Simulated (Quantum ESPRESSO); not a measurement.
# Collinear magnetic orders of AlNi3 with Quantum ESPRESSO, part 2 of 2

Does AlNi3 prefer parallel or opposed moments?

Quantum ESPRESSO 7.5; PBEsol; plane waves with GBRV 1.5 PBEsol potentials, no spin-orbit coupling.

So far, absolute magnetization (μB): step 2 (run 1 (ferro +++)) 0.823.

## (4) Run 3 (antiferro q=(0,0,1/2) +−+−+−)

This order needs a doubled cell of 8 atoms.

Contents of pw.in:

```
&CONTROL
  calculation = 'scf'
  prefix = 'pwscf'
  outdir = './tmp'
  pseudo_dir = './pseudo'
  disk_io = 'nowf'
/
&SYSTEM
  ibrav = 0
  celldm(1) = 8
  nat = 8
  ntyp = 3
  ecutwfc = 40
  ecutrho = 280
  nbnd = 71
  occupations = 'smearing'
  smearing = 'fd'
  degauss = 0.00367493
  nspin = 2
  starting_magnetization(1) = 0
  starting_magnetization(2) = 0.0556
  starting_magnetization(3) = -0.0556
/
&ELECTRONS
  conv_thr = 1.6d-08
  electron_maxstep = 150
  mixing_beta = 0.3
/
ATOMIC_SPECIES
Al     26.9815 al_pbesol_v1.uspp.F.UPF
Ni1    58.6934 ni_pbesol_v1.4.uspp.F.UPF
Ni2    58.6934 ni_pbesol_v1.4.uspp.F.UPF
CELL_PARAMETERS alat
   0.8322010694414    0.0000000000000    0.0000000000000
   0.0000000000000    0.8322010694414    0.0000000000000
   0.0000000000000    0.0000000000000    1.6644021388828
ATOMIC_POSITIONS crystal
Al      0.0000000000    0.0000000000    0.0000000000
Al      0.0000000000    0.0000000000    0.5000000000
Ni1     0.0000000000    0.5000000000    0.2500000000
Ni2     0.0000000000    0.5000000000    0.7500000000
Ni1     0.5000000000    0.0000000000    0.2500000000
Ni2     0.5000000000    0.0000000000    0.7500000000
Ni1     0.5000000000    0.5000000000    0.0000000000
Ni2     0.5000000000    0.5000000000    0.5000000000
K_POINTS automatic
10 10 5 0 0 0
```

Started as:

```sh
OMP_NUM_THREADS=1 mpirun -n 4 pw.x -nk 4 -in pw.in > pw.out
```

Output:

```text
     [... lines left out ...]
Program PWSCF v.7.5 starts
     [... lines left out ...]
     number of atoms/cell      =            8
     [... lines left out ...]
     number of electrons       =       114.00
     number of Kohn-Sham states=           71
     kinetic-energy cutoff     =      40.0000  Ry
     charge density cutoff     =     280.0000  Ry
     scf convergence threshold =      1.6E-08
     [... lines left out ...]
      8 Sym. Ops. (no inversion) found
     [... lines left out ...]
     number of k points=    63  Fermi-Dirac smearing, width (Ry)=  0.0037
     [... lines left out ...]
     iteration # 35     ecut=    40.00 Ry     beta= 0.30
     [... lines left out ...]
     Magnetic moment per site  (integrated on atomic sphere of radius R)
     atom   1 (R=0.243)  charge=  1.2881  magn= -0.0001
     atom   2 (R=0.243)  charge=  1.2881  magn= -0.0000
     atom   3 (R=0.243)  charge= 16.7987  magn=  0.0010
     atom   4 (R=0.243)  charge= 16.7987  magn=  0.0010
     atom   5 (R=0.243)  charge= 16.7987  magn=  0.0010
     atom   6 (R=0.243)  charge= 16.7987  magn=  0.0010
     atom   7 (R=0.243)  charge= 16.7987  magn=  0.0013
     atom   8 (R=0.243)  charge= 16.7987  magn=  0.0008
     [... lines left out ...]
     the Fermi energy is    16.0286 ev
!    total energy              =   -2072.09509903 Ry
     estimated scf accuracy    <       0.00000001 Ry
     smearing contrib. (-TS)   =      -0.00619393 Ry
     [... lines left out ...]
     total magnetization       =     0.01 Bohr mag/cell
     absolute magnetization    =     0.01 Bohr mag/cell
     convergence has been achieved in  35 iterations
```

It took 6 min on 4 MPI ranks of Intel Xeon at 2.70GHz, shared host; peak memory 0.83 GiB; 24 min of CPU time.

Spin moment in the atom's sphere by atom:

| atom | spin moment in the atom's sphere (μB) |
| --- | --- |
| Al1 | -0.0001 |
| Al2 | 0.0000 |
| Ni3 | 0.0010 |
| Ni4 | 0.0010 |
| Ni5 | 0.0010 |
| Ni6 | 0.0010 |
| Ni7 | 0.0013 |
| Ni8 | 0.0008 |

Read from the output:

| Item | Value |
| --- | --- |
| smearing term TS | 0.08427 eV |
| magnetization | 0.006 μB |
| absolute magnetization | 0.007 μB |
| final state | non-magnetic |

## (5) Run 4 (antiferro q=(1/2,1/2,1/2) +−+−+−)

The cell is doubled to 8 atoms to hold this order.

Contents of pw.in:

```
&CONTROL
  calculation = 'scf'
  prefix = 'pwscf'
  outdir = './tmp'
  pseudo_dir = './pseudo'
  disk_io = 'nowf'
/
&SYSTEM
  ibrav = 0
  celldm(1) = 8
  nat = 8
  ntyp = 3
  ecutwfc = 40
  ecutrho = 280
  nbnd = 71
  occupations = 'smearing'
  smearing = 'fd'
  degauss = 0.00367493
  nspin = 2
  starting_magnetization(1) = 0
  starting_magnetization(2) = 0.0556
  starting_magnetization(3) = -0.0556
/
&ELECTRONS
  conv_thr = 1.6d-08
  electron_maxstep = 150
  mixing_beta = 0.3
/
ATOMIC_SPECIES
Al     26.9815 al_pbesol_v1.uspp.F.UPF
Ni1    58.6934 ni_pbesol_v1.4.uspp.F.UPF
Ni2    58.6934 ni_pbesol_v1.4.uspp.F.UPF
CELL_PARAMETERS alat
   1.6644021388828    0.0000000000000    0.0000000000000
   0.8322010694414    0.8322010694414    0.0000000000000
   0.8322010694414    0.0000000000000    0.8322010694414
ATOMIC_POSITIONS crystal
Al      0.0000000000    0.0000000000    0.0000000000
Al      0.5000000000    0.0000000000    0.0000000000
Ni1     0.5000000000    0.5000000000    0.5000000000
Ni2     0.0000000000    0.5000000000    0.5000000000
Ni1     0.0000000000    0.0000000000    0.5000000000
Ni2     0.5000000000    0.0000000000    0.5000000000
Ni1     0.0000000000    0.5000000000    0.0000000000
Ni2     0.5000000000    0.5000000000    0.0000000000
K_POINTS automatic
5 10 10 0 0 0
```

Output:

```text
     [... lines left out ...]
Program PWSCF v.7.5 starts
     [... lines left out ...]
     number of atoms/cell      =            8
     [... lines left out ...]
     number of electrons       =       114.00
     number of Kohn-Sham states=           71
     kinetic-energy cutoff     =      40.0000  Ry
     charge density cutoff     =     280.0000  Ry
     scf convergence threshold =      1.6E-08
     [... lines left out ...]
     12 Sym. Ops., with inversion, found
     [... lines left out ...]
     number of k points=    58  Fermi-Dirac smearing, width (Ry)=  0.0037
     [... lines left out ...]
     iteration # 24     ecut=    40.00 Ry     beta= 0.30
     [... lines left out ...]
     Magnetic moment per site  (integrated on atomic sphere of radius R)
     atom   1 (R=0.243)  charge=  1.2876  magn= -0.0000
     atom   2 (R=0.243)  charge=  1.2875  magn=  0.0000
     atom   3 (R=0.243)  charge= 16.7980  magn=  0.0001
     atom   4 (R=0.243)  charge= 16.7980  magn=  0.0004
     atom   5 (R=0.243)  charge= 16.7980  magn=  0.0001
     atom   6 (R=0.243)  charge= 16.7980  magn=  0.0004
     atom   7 (R=0.243)  charge= 16.7980  magn=  0.0001
     atom   8 (R=0.243)  charge= 16.7980  magn=  0.0004
     [... lines left out ...]
     the Fermi energy is    16.0286 ev
!    total energy              =   -2072.09509215 Ry
     estimated scf accuracy    <          1.0E-08 Ry
     smearing contrib. (-TS)   =      -0.00619405 Ry
     [... lines left out ...]
     total magnetization       =     0.00 Bohr mag/cell
     absolute magnetization    =     0.00 Bohr mag/cell
     convergence has been achieved in  24 iterations
```

The job ended after 5.9 min (4 MPI ranks; peak memory 0.88 GiB; 23 min of CPU time).

Numbers from this step:

| Item | Value |
| --- | --- |
| smearing term TS | 0.08427 eV |
| magnetization | 0 μB |
| absolute magnetization | 0 μB |
| final state | non-magnetic |
| largest moment | 0 μB |

## (6) The states side by side

An order is kept where moments of 0.15 μB or more survive with the typed signs; meshes match where a doubled cell samples the same k points as the first cell.

Orders:

| start | final state | typed order kept | energy over the lowest (meV a seeded atom) | largest site moment (μB) | net moment (μB a cell of the first run) | mesh matched | CPU time (s) |
| --- | --- | --- | --- | --- | --- | --- | --- |
| ferro +++ | ferromagnetic | yes | 0 | 0.245 | 0.6644 | yes | 262.5 |
| antiferro q=(0,1/2,1/2) +-+-+- | non-magnetic | no | 1.984 | 0.001489 | 0.003804 | yes | 2676 |
| antiferro q=(0,0,1/2) +-+-+- | non-magnetic | no | 1.974 | 0.00126 | 0.002815 | yes | 1448 |
| antiferro q=(1/2,1/2,1/2) +-+-+- | non-magnetic | no | 1.99 | 0 | 6.56e-4 | yes | 1409 |

## (7) Results

```json
{
  "lowest state found": "ferromagnetic (from ferro +++)",
  "largest site moment": "0.245 μB",
  "state without moments": "1.97 meV a seeded atom higher"
}
```

What this shows: At this level spin polarisation gains little. 3 starts lost their moments. Only these 4 starts were compared; other wavevectors, canted and longer-period orders were not.

[Logs and program files are shortened in this print: banners, set-up blocks, solver, clock and traceback lines can be left out without a mark of their own.]

[Logs are printed without paths, hosts, clocks, repeated set-up lines and the standing remarks that a program may print on its own settings, such as how far it seeks lower states.]

[Hosts, paths, dates, database ids (printed as entryN), source tags and the programs' standing remarks are cut or masked in the printed files.]

[Where a cell is said to come from a database of computed structures, the database is the Materials Project.]
